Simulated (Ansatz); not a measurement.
# LaZnIr6, from a guessed structure to a relaxed one

This structure for LaZnIr6 is made up. Its elements were placed in a known structure type with a cell scaled to their sizes. What cell does the guess relax to, and how far off was it?

Program: Ansatz 0.2.0. Level of theory: DFT, r2SCAN, plane-wave PAW, files of the set soft_1, scalar-relativistic, no spin, cell and ions relaxed at zero pressure; PAW set soft_1. Results are calculated unless marked as measured.

## (1) Starting point

It takes space group P4/mmm (No. 123, tetragonal). The conventional cell has a = 4.038 Å, b = 4.038 Å, c = 8.275 Å, α = 90.00°, β = 90.00°, γ = 90.00°. Ir has 8 Ir at 2.86 to 2.92 Å and 2 La at 2.87 Å and 2 Zn at 2.92 Å nearest. Nearest to Ir lie 4 La at 2.86 Å and 8 Ir at 2.87 Å. Nearest to Ir lie 4 Zn at 2.86 Å and 8 Ir at 2.92 Å. La has 12 Ir at 2.86 to 2.87 Å nearest. Nearest to Zn lie 12 Ir at 2.86 to 2.92 Å. Farther neighbours are not listed.

## (2) Relaxing cell and atoms

The guessed cell has no reason to be at equilibrium. It is relaxed with the atoms, within the space group of the guess.

Input file input.yaml:

```yaml
crystal:
  lattice:
    - [4.038, 0.0, 0.0]
    - [0.0, 4.038, 0.0]
    - [0.0, 0.0, 8.275]
  atoms:
    - { symbol: Ir, position: [0.0, 0.5, 0.7459] }
    - { symbol: Ir, position: [0.0, 0.5, 0.2541] }
    - { symbol: Ir, position: [0.5, 0.0, 0.7459] }
    - { symbol: Ir, position: [0.5, 0.0, 0.2541] }
    - { symbol: Ir, position: [0.5, 0.5, 0.5] }
    - { symbol: Ir, position: [0.5, 0.5, 0.0] }
    - { symbol: La, position: [0.0, 0.0, 0.5] }
    - { symbol: Zn, position: [0.0, 0.0, 0.0] }
kpoints:
  mp_grid: { grid: [7, 7, 4] }
scf:
  occupations: { method: fermi_dirac, width: 0.05 }
hamiltonian:
  xc: r2scan
  pseudopotentials: { kind: paw, azcp: { folder: soft_1 } }
relax:
  f_tol: 0.015
  max_steps: 70
  cell: {}
output:
  forces: true
  stress: true
```

On the command line:

```
ansatz run input.yaml --threads 4 --pin off --max-ram 10240MiB --backend cpu --events-out ev --progress --plain --runs-dir out
```

Numbers of over 12 decimals in the logs are rounded to 6 here.

Output:

```text
Engine: ansatz 0.2.0, aarch64-unknown-linux-gnu
Pseudopotentials: kind: paw
Pseudopotential: Ir, paw, valence charge 17, recommended cutoff 500 eV (meta_gga), soft_1/Ir.paw.azcp
Pseudopotential: La, paw, valence charge 11, recommended cutoff 500 eV (meta_gga), soft_1/La.paw.azcp
Pseudopotential: Zn, paw, valence charge 12, recommended cutoff 500 eV (meta_gga), soft_1/Zn.paw.azcp
Functional definition: r2SCAN
  parameter k0 = 0.174
  parameter k1 = 0.065
  parameter a1 = 4.9479
  exchange = r2scan_x(k0 = k0, k1 = k1, a1 = a1)
  correlation = r2scan_c
Crystal: 8 atoms, lattice volume = 134.928 Å³
Basis set: ecut = 500 eV, 3471 PW (Γ), exchange–correlation on 120×120×256 points (64 copies of the dense FFT grid, shifted against one another)
Bands: 75, of which v1, the nominal top of the filled ones, is band 63 counted from 1 (62 counted from 0)
Symmetry: 16 space group operations
Space group: P4/mmm (ITA 123), of the structure as read, at distance tolerance 5.1e-5 Å
k-points: 30 of 196
Non-local potential: Ir, projectors of the file, l = 0: 3, l = 1: 2, l = 2: 2, l = 3: 1
Non-local potential: La, projectors of the file, l = 0: 3, l = 1: 2, l = 2: 2, l = 3: 3
Non-local potential: Zn, projectors of the file, l = 0: 2, l = 1: 2, l = 2: 3, l = 3: 1
PAW form: soft (Blöchl's): semilocal exchange-correlation on the pseudo side does not see the compensation charge
PAW frozen core: Ir, regenerated for the run's functional (the file was generated under x = pbe(κ = 0.804, μ = 0.219515), c = pbe(β = 0.066725))
PAW frozen core: La, regenerated for the run's functional (the file was generated under x = pbe(κ = 0.804, μ = 0.219515), c = pbe(β = 0.066725))
PAW frozen core: Zn, regenerated for the run's functional (the file was generated under x = pbe(κ = 0.804, μ = 0.219515), c = pbe(β = 0.066725))
PAW one-centre angular grid: Ir, 590 points (default); XC on 160 Gauss nodes
PAW one-centre angular grid: La, 974 points (default); XC on 160 Gauss nodes
PAW one-centre angular grid: Zn, 590 points (default); XC on 160 Gauss nodes
Initial density: superposition of atomic densities (chi_scale 0.1, normalization cell, long waves kept (reshape's long-wave potential 0.09 eV rms))
Initial wavefunctions: pseudopotential atomic-orbital guess
Functional: x = r2scan, c = r2scan; τ floored in thin density (d = 2e-4 eV/Å³)
SCF iter   1: F=—  HF=-81301.197758 eV  |F-HF|=—  |Δ(HF+E_count)|=         —  Δρ=1.68e-1  dr2=2.31e2  dr2_τ=3.43e0  ethr=3.10e-3  ⟨swp⟩=6.0  Hψ=7683  notcnv=0
preconditioner: auto → Kerker (q_TF=auto, 2.694 Å⁻¹)  [metal: Δε(μ)=0.013 eV  Ē_g=6.069 eV  σ=0.050 eV  W_gap=0.06  n_scr=46 (ndim 8)  ℏωp=27.7 eV  f_vac=0.000  D(μ)=6.69/eV (n_scr^D=54)]
SCF iter   2: F=—  HF=-81291.661111 eV  |F-HF|=—  |Δ(HF+E_count)|=    9.54e0  Δρ=1.01e-1  dr2=2.16e1  dr2_τ=6.99e0  ethr=3.10e-3  ⟨swp⟩=5.5  Hψ=5766  notcnv=0  defer=2
SCF iter   3: F=—  HF=-81290.096952 eV  |F-HF|=—  |Δ(HF+E_count)|=    1.56e0  Δρ=3.82e-2  dr2=7.75e0  dr2_τ=3.47e-1  ethr=3.10e-3  ⟨swp⟩=3.0  Hψ=4269  notcnv=0  defer=113
SCF iter   4: F=—  HF=-81289.674845 eV  |F-HF|=—  |Δ(HF+E_count)|=   4.22e-1  Δρ=2.20e-2  dr2=3.37e0  dr2_τ=1.33e-1  ethr=3.10e-3  ⟨swp⟩=3.2  Hψ=3703  notcnv=0  defer=109
SCF iter   5: F=—  HF=-81289.395393 eV  |F-HF|=—  |Δ(HF+E_count)|=   2.79e-1  Δρ=1.58e-2  dr2=1.80e0  dr2_τ=4.60e-2  ethr=2.70e-3  ⟨swp⟩=2.6  Hψ=2887  notcnv=0  defer=114
SCF iter   6: F=—  HF=-81289.302144 eV  |F-HF|=—  |Δ(HF+E_count)|=   9.32e-2  Δρ=7.33e-3  dr2=2.31e-1  dr2_τ=8.11e-3  ethr=1.44e-3  ⟨swp⟩=3.2  Hψ=2500  notcnv=0  defer=117
SCF iter   7: F=—  HF=-81289.285681 eV  |F-HF|=—  |Δ(HF+E_count)|=   1.65e-2  Δρ=2.68e-3  dr2=1.48e-2  dr2_τ=1.70e-3  ethr=1.85e-4  ⟨swp⟩=3.2  Hψ=3951  notcnv=0  defer=113
SCF iter   8: F=—  HF=-81289.285499 eV  |F-HF|=—  |Δ(HF+E_count)|=   1.82e-4  Δρ=1.74e-3  dr2=6.06e-3  dr2_τ=4.31e-4  ethr=1.19e-5  ⟨swp⟩=2.6  Hψ=3594  notcnv=0  defer=113
SCF iter   9: F=—  HF=-81289.285337 eV  |F-HF|=—  |Δ(HF+E_count)|=   1.61e-4  Δρ=6.43e-4  dr2=8.48e-4  dr2_τ=3.36e-5  ethr=4.85e-6  ⟨swp⟩=2.3  Hψ=3312  notcnv=0  defer=108
SCF iter  10: F=—  HF=-81289.285295 eV  |F-HF|=—  |Δ(HF+E_count)|=   4.23e-5  Δρ=1.99e-4  dr2=7.41e-5  dr2_τ=4.81e-6  ethr=6.79e-7  ⟨swp⟩=2.0  Hψ=3023  notcnv=0  defer=108
SCF iter  11: F=—  HF=-81289.285341 eV  |F-HF|=—  |Δ(HF+E_count)|=   4.61e-5  Δρ=1.08e-4  dr2=2.27e-5  dr2_τ=1.58e-6  ethr=5.93e-8  ⟨swp⟩=2.0  Hψ=3291  notcnv=0  defer=108
SCF iter  12: F=—  HF=-81289.285347 eV  |F-HF|=—  |Δ(HF+E_count)|=   5.87e-6  Δρ=2.92e-5  dr2=1.97e-6  dr2_τ=2.10e-7  ethr=1.82e-8  ⟨swp⟩=2.0  Hψ=3169  notcnv=0  defer=108
SCF iter  13: F=—  HF=-81289.285348 eV  |F-HF|=—  |Δ(HF+E_count)|=   9.14e-7  Δρ=1.54e-5  dr2=2.54e-7  dr2_τ=1.31e-8  ethr=1.58e-9  ⟨swp⟩=2.0  Hψ=3183  notcnv=0  defer=108
SCF iter  14: F=—  HF=-81289.285348 eV  |F-HF|=—  |Δ(HF+E_count)|=   1.66e-7  Δρ=8.47e-6  dr2=1.90e-7  dr2_τ=1.99e-8  ethr=8.00e-11  ⟨swp⟩=4.6  Hψ=8046  notcnv=0
SCF iter  15: F=-81289.285348 eV  HF=-81289.285348 eV  |F-HF|=6.75e-8  |Δ(HF+E_count)|=   1.26e-8  Δρ=5.48e-6  dr2=8.41e-8  dr2_τ=1.02e-8  ethr=8.00e-11  ⟨swp⟩=3.0  Hψ=8104  notcnv=0
SCF 1 converged in 15 iterations: F = -81289.285348 eV  dr2 = 8.41e-8
  greatest PAW one-centre occupation: 1.000 electrons in one spin orbital (limit 2), on the Ir atom at site 4 (counted from 0), in its partial waves of l = 0
relax step   1: F+E_penalty+E_count = -81289.28534812 eV  Δ(F+E_penalty+E_count) = +0.000e0 eV  max|allowed force component| = 2.233e0 eV/Å  Δτ_max = 0.0000 Å  P = -10.297 GPa  Ω = 134.928 Å³  (15 SCF iters, dr2 threshold 1.00e-7 eV, accepted)
Crystal: 8 atoms, lattice volume = 124.662 Å³
Basis set: ecut = 500 eV, 3141 PW (Γ), exchange–correlation on 120×120×256 points (64 copies of the dense FFT grid, shifted against one another)
Initial density: handed on by an earlier stage of this run
Initial wavefunctions: those handed on with the density
iter 1 solved again at ethr=2.56e-3 eV; its pass at ethr=3.10e-3 eV (dr2=3.20e0 eV) is discarded
SCF iter   1: F=—  HF=-81288.626343 eV  |F-HF|=—  |Δ(HF+E_count)|=         —  Δρ=3.83e-2  dr2=3.20e0  dr2_τ=1.82e1  ethr=2.56e-3  ⟨swp⟩=1.4  Hψ=11276  notcnv=0
preconditioner: auto → Kerker (q_TF=auto, 2.730 Å⁻¹)  [metal: Δε(μ)=0.008 eV  Ē_g=7.711 eV  σ=0.050 eV  W_gap=0.04  n_scr=38 (ndim 8)  ℏωp=28.8 eV  f_vac=0.000  D(μ)=7.14/eV (n_scr^D=60)]
SCF iter   2: F=—  HF=-81290.730152 eV  |F-HF|=—  |Δ(HF+E_count)|=    2.10e0  Δρ=2.13e-2  dr2=5.32e-1  dr2_τ=2.35e-1  ethr=2.56e-3  ⟨swp⟩=2.4  Hψ=3599  notcnv=0
[...]
SCF iter   6: F=—  HF=-81290.665420 eV  |F-HF|=—  |Δ(HF+E_count)|=   7.18e-4  Δρ=1.29e-3  dr2=7.33e-3  dr2_τ=4.21e-4  ethr=8.06e-6  ⟨swp⟩=1.9  Hψ=2600  notcnv=0  defer=116
SCF iter   7: F=—  HF=-81290.664960 eV  |F-HF|=—  |Δ(HF+E_count)|=   4.60e-4  Δρ=3.79e-4  dr2=2.18e-4  dr2_τ=1.17e-5  ethr=5.87e-6  ⟨swp⟩=1.3  Hψ=2168  notcnv=0  defer=116
SCF iter   8: F=—  HF=-81290.665032 eV  |F-HF|=—  |Δ(HF+E_count)|=   7.15e-5  Δρ=1.14e-4  dr2=1.59e-5  dr2_τ=1.25e-6  ethr=1.75e-7  ⟨swp⟩=2.0  Hψ=3222  notcnv=0  defer=118
SCF iter   9: F=—  HF=-81290.665035 eV  |F-HF|=—  |Δ(HF+E_count)|=   3.42e-6  Δρ=5.77e-5  dr2=3.13e-6  dr2_τ=6.14e-8  ethr=1.27e-8  ⟨swp⟩=2.0  Hψ=3156  notcnv=0  defer=118
SCF iter  10: F=-81290.665035 eV  HF=-81290.665035 eV  |F-HF|=3.60e-8  |Δ(HF+E_count)|=   3.69e-7  Δρ=2.06e-5  dr2=5.75e-7  dr2_τ=2.23e-8  ethr=6.40e-10  ⟨swp⟩=4.8  Hψ=8054  notcnv=0
SCF 3 converged in 10 iterations: F = -81290.665035 eV  dr2 = 5.75e-7
relax step   3: F+E_penalty+E_count = -81290.66503480 eV  Δ(F+E_penalty+E_count) = +6.459e-2 eV  max|allowed force component| = 5.093e-1 eV/Å  Δτ_max = 0.1427 Å  P = -5.973 GPa  Ω = 132.855 Å³  energy of the carried Pulay correction = +7.238e-4 eV  (10 SCF iters, dr2 threshold 8.00e-7 eV, rejected (line search))
[...]
relax step   4: F+E_penalty+E_count = -81290.85095026 eV  Δ(F+E_penalty+E_count) = -1.213e-1 eV  max|allowed force component| = 4.938e-2 eV/Å  Δτ_max = 0.0713 Å  P = -0.525 GPa  Ω = 128.190 Å³  energy of the carried Pulay correction = +2.395e-3 eV  (16 SCF iters, accepted)
[...]
relax step   5: F+E_penalty+E_count = -81290.85454571 eV  Δ(F+E_penalty+E_count) = -3.595e-3 eV  max|allowed force component| = 1.583e-2 eV/Å  Δτ_max = 0.0050 Å  P = +0.034 GPa  Ω = 127.798 Å³  energy of the carried Pulay correction = +2.538e-3 eV  (7 SCF iters, dr2 threshold 8.00e-7 eV, accepted)
[...]
relax step   6: F+E_penalty+E_count = -81290.85532088 eV  Δ(F+E_penalty+E_count) = -7.752e-4 eV  max|allowed force component| = 1.160e-2 eV/Å  Δτ_max = 0.0028 Å  P = +0.011 GPa  Ω = 127.761 Å³  energy of the carried Pulay correction = +2.552e-3 eV  (7 SCF iters, dr2 threshold 2.16e-7 eV, accepted)
Basis set: ecut = 500 eV, 3269 PW (Γ), exchange–correlation on 120×120×240 points (64 copies of the dense FFT grid, shifted against one another)
Initial wavefunctions: pseudopotential atomic-orbital guess (no wavefunctions were taken with the density)
iter 1 solved again at ethr=1.35e-7 eV; its pass at ethr=3.10e-3 eV (dr2=1.69e-4 eV) is discarded
SCF iter   1: F=—  HF=-81290.853120 eV  |F-HF|=—  |Δ(HF+E_count)|=         —  Δρ=1.07e-4  dr2=2.32e-6  dr2_τ=1.84e-5  ethr=1.35e-7  ⟨swp⟩=3.2  Hψ=14636  notcnv=0
preconditioner: auto → Kerker (q_TF=auto, 2.718 Å⁻¹)  [metal: Δε(μ)=0.018 eV  Ē_g=7.588 eV  σ=0.050 eV  W_gap=0.09  n_scr=38 (ndim 8)  ℏωp=28.5 eV  f_vac=0.000  D(μ)=7.10/eV (n_scr^D=60)]
SCF iter   2: F=—  HF=-81290.853117 eV  |F-HF|=—  |Δ(HF+E_count)|=   2.53e-6  Δρ=6.86e-5  dr2=1.68e-6  dr2_τ=3.71e-7  ethr=1.85e-9  ⟨swp⟩=2.2  Hψ=3922  notcnv=0
SCF iter   3: F=—  HF=-81290.853118 eV  |F-HF|=—  |Δ(HF+E_count)|=   1.02e-6  Δρ=2.21e-5  dr2=2.06e-7  dr2_τ=1.76e-8  ethr=1.34e-9  ⟨swp⟩=2.0  Hψ=3317  notcnv=0
SCF iter   4: F=—  HF=-81290.853118 eV  |F-HF|=—  |Δ(HF+E_count)|=   2.37e-7  Δρ=3.41e-6  dr2=1.97e-8  dr2_τ=1.01e-9  ethr=1.65e-10  ⟨swp⟩=2.0  Hψ=3248  notcnv=0
SCF iter   5: F=—  HF=-81290.853118 eV  |F-HF|=—  |Δ(HF+E_count)|=   2.98e-8  Δρ=2.70e-6  dr2=1.06e-8  dr2_τ=1.13e-9  ethr=1.57e-11  ⟨swp⟩=2.0  Hψ=3398  notcnv=0
SCF iter   6: F=—  HF=-81290.853118 eV  |F-HF|=—  |Δ(HF+E_count)|=   2.31e-9  Δρ=2.19e-6  dr2=1.09e-8  dr2_τ=1.24e-9  ethr=8.47e-12  ⟨swp⟩=2.0  Hψ=3251  notcnv=0
SCF iter   7: F=—  HF=-81290.853118 eV  |F-HF|=—  |Δ(HF+E_count)|=  6.55e-10  Δρ=4.16e-7  dr2=2.35e-10  dr2_τ=8.23e-11  ethr=8.47e-12  ⟨swp⟩=1.2  Hψ=2257  notcnv=0
SCF iter   8: F=—  HF=-81290.853118 eV  |F-HF|=—  |Δ(HF+E_count)|=  1.02e-10  Δρ=2.22e-7  dr2=9.66e-11  dr2_τ=1.93e-12  ethr=1.00e-12  ⟨swp⟩=4.0  Hψ=7935  notcnv=0
SCF iter   9: F=-81290.853118 eV  HF=-81290.853118 eV  |F-HF|=2.91e-11  |Δ(HF+E_count)|=  5.82e-11  Δρ=9.53e-8  dr2=1.92e-11  dr2_τ=2.37e-12  ethr=1.00e-12  ⟨swp⟩=4.0  Hψ=7363  notcnv=0
SCF 7 converged in 9 iterations: F = -81290.853118 eV  dr2 = 1.92e-11
relax step   7: F+E_penalty+E_count = -81290.85311788 eV  Δ(F+E_penalty+E_count) = +2.203e-3 eV  max|allowed force component| = 1.163e-2 eV/Å  Δτ_max = 0.0000 Å  P = -0.000 GPa  Ω = 127.761 Å³  stress off target by 4.71e-2 GPa  SCF on the basis re-selected at this cell (its energy is not comparable with the rows above)  (9 SCF iters)
basis re-selected at this cell: Δ(F+E_penalty+E_count) = +2.203e-3 eV, ΔP = -0.012 GPa vs the last step (what re-selecting the basis moved, of the pressure what is left beyond the Pulay correction that the steps carried, after the strain that the cell walked since its last selection, with what the two solves' SCF thresholds leave and, on support functions, any second-order correction that the steps lacked; it is no measure of the basis error at this ecutwfc). The dense FFT grid was sized anew with the basis: this SCF ran on 30×30×60 points, the steps before it on 30×30×64, so part of this shift can come from that change (see relax.cell in the input reference). [rest of the remark cut]
SCF converged after 9 iterations
Free energy (F): -81290.853118 eV
Harris-Foulkes:  -81290.853118 eV  (|F-HF|=2.91e-11)
Internal energy: -81290.792266 eV  (E = F + TS)
E sigma→0 (E₀):  -81290.822692 eV
Entropy (-TS):   -0.060852 eV (-7.606 meV/atom)
Fermi energy:    20.523883 eV
--- Per-component energies (eV) ---
  E_band       = -760.462147
  E_kinetic    = 3590.481854
  E_local      = -10232.485271  (includes V_loc(G=0)·N_el)
  E_nonlocal   = 2065.364697
  E_hartree    = 3938.406738
  E_xc         = -1508.112652
  E_vxc        = -1900.127264  (∫ρ·V_xc dr)
  E_paw        = -63110.468179  (= ΣΔE_a)
  E_vpaw       = -2276.967912  (= ΣTr[D̂ρ^β])
  E_aug_tail   = 0.001482  (compensation charges beyond the density's cutoff)
  E_vtau       = 116.456715  (kinetic-family band-sum trace: ∫τ·v_τ [+ j·A + Jᵃ·Aᵃ] dr)
  E_ewald      = -16031.964295
  E_core_change = -2.016640  (= ΣΔE_core)
  E_smearing   = -0.060852  (= −TS)
  E_closure    = -0.000000  (closes the sum)
  Σ components = -81290.853118   (vs F -81290.853118, Δ=0.00e0)
--- Forces (eV/Å), atoms counted from 1 ---
  atom   1  Ir     0.00000000     0.00000000     0.01162585
  atom   2  Ir     0.00000000     0.00000000    -0.01162585
  atom   3  Ir    -0.00000000     0.00000000     0.01162585
  atom   4  Ir    -0.00000000     0.00000000    -0.01162585
  atom   5  Ir     0.00000000    -0.00000000     0.00000000
  atom   6  Ir    -0.00000000     0.00000000     0.00000000
  atom   7  La    -0.00000000    -0.00000000     0.00000000
  atom   8  Zn    -0.00000000    -0.00000000     0.00000000
  max |Σ_I F_I| component: 1.39e-17 eV/Å
--- Stress (GPa, compression-positive) ---
        0.022815       0.000000       0.000000
        0.000000       0.022815       0.000000
        0.000000       0.000000      -0.047093
  P = ⅓ Tr σ = -0.0005 GPa (-0.005 kbar)
--- Relaxed structure (6 steps of the walk, 5 accepted, 1 SCFs on fresh bases) ---
  F+E_penalty+E_count = -81290.85311788 eV   max|allowed force component| = 1.163e-2 eV/Å   (the final SCF, on the basis selected at the relaxed cell)
  cell:  # Å, volume = 127.7613 Å³
    - [3.997050, 0, 0.0]
    - [0, 3.997050, 0.0]
    - [0.0, 0.0, 7.996873]
  atoms:
    - { symbol: Ir, position: [0, 0.500000, 0.777129] }
    - { symbol: Ir, position: [0, 0.500000, 0.222871] }
    - { symbol: Ir, position: [0.500000, 0, 0.777129] }
    - { symbol: Ir, position: [0.500000, 0, 0.222871] }
    - { symbol: Ir, position: [0.500000, 0.500000, 0.500000] }
    - { symbol: Ir, position: [0.500000, 0.500000, -8.319859571338915e-19] }
    - { symbol: La, position: [0, 0, 0.500000] }
    - { symbol: Zn, position: [0, 0, -8.319859571338915e-19] }
```

Run time: 63 s. Hardware: 4 threads of Arm Neoverse V2, shared host; peak memory 0.97 GiB; 4.1 min of CPU time.

Step by step:

```csv
step,energy less that of the first step (eV),largest force component (eV/Å),pressure (GPa),volume (Å³)
1,0.0000,2.2331,-10.30,134.93
2,-1.4443,0.5982,4.82,124.66
3,-1.3797,0.5093,-5.97,132.86
4,-1.5656,0.0494,-0.53,128.19
5,-1.5692,0.0158,0.03,127.80
6,-1.5700,0.0116,0.01,127.76
7*,-1.5678,0.0116,0.00,127.76
```

Relaxation steps marked * repeat the geometry before them on a plane-wave basis chosen anew for their cell, so energy and pressure can jump there. Relaxation step 3 was tried and not accepted.

Forces are held to the 16 operations that the run works with; a distortion that breaks them can't arise in this run.

```csv
"conventional cell, symmetrised",before,after,change
a (Å),4.038,3.997,-1.0 %
b (Å),4.038,3.997,-1.0 %
c (Å),8.275,7.997,-3.4 %
volume (Å³/atom),16.87,15.97,-5.3 %
```

The atoms that moved most (Å, as changes of fractional coordinates times the final cell):

```csv
atom,dx,dy,dz,length
Ir2,0.000,0.000,-0.250,0.250
Ir4,0.000,0.000,-0.250,0.250
Ir1,0.000,0.000,0.250,0.250
Ir3,0.000,0.000,0.250,0.250
```

Final coordinates:

```xyz
8
Lattice="3.9970 0.0000 0.0000 0.0000 3.9970 0.0000 0.0000 0.0000 7.9969" Properties=species:S:1:pos:R:3 pbc="T T T"
Ir    0.0000    1.9985    6.2146
Ir    0.0000    1.9985    1.7823
Ir    1.9985    0.0000    6.2146
Ir    1.9985    0.0000    1.7823
Ir    1.9985    1.9985    3.9984
Ir    1.9985    1.9985    0.0000
La    0.0000    0.0000    3.9984
Zn    0.0000    0.0000    0.0000
```

Numbers from this step:

| Item | Value |
| --- | --- |
| free energy | -81290.8531 eV |
| energy at zero smearing | -81290.8227 eV |
| smearing term TS | 0.06085 eV |
| Fermi energy | 20.52 eV |
| electrons | 125 |
| symmetry operations | 16 |
| pressure | -4.88e-4 GPa |

Shortest distances by pair of elements, guess and relaxed (not always the same contact):

```csv
pair,guess (Å),relaxed (Å)
Ir–Ir,2.855,2.678
Ir–Zn,2.855,2.678
Ir–La,2.855,2.826
La–La,4.038,3.997
Zn–Zn,4.038,3.997
```

The relaxation ends with a largest force component of 0.012 eV/Å and a pressure of 0.00 GPa.

## (3) What came out

| Item | Value |
| --- | --- |
| space group, relaxed | P4/mmm |
| conventional cell | a = 3.997, b = 3.997, c = 7.997 Å; α = 90.0°, β = 90.0°, γ = 90.0° |
| volume per atom | 15.97 Å³ (guess 16.87) |

**Reading.** LaZnIr6 relaxes to P4/mmm with a = 3.997, b = 3.997 and c = 7.997 Å. The guessed volume was 6 % too large. The space group P4/mmm was held in the relaxation, so the end point is a stationary structure within it and may be a saddle against distortions or other arrangements. Mesh and cutoff weren't tested. Spin-orbit coupling is left out, which can matter for elements this heavy. No dispersion term is used, so weakly bound directions may come out too long. The runs have no spin, and magnetism wasn't tested. Nothing here tests whether the compound is stable against decomposition.

[Logs are printed without paths, hosts, clocks, repeated set-up lines and the standing remarks that a program may print on its own settings, such as how far it seeks lower states.]

[Hosts, paths, dates, database ids (printed as entryN), source tags and the programs' standing remarks are cut or masked in the printed files.]
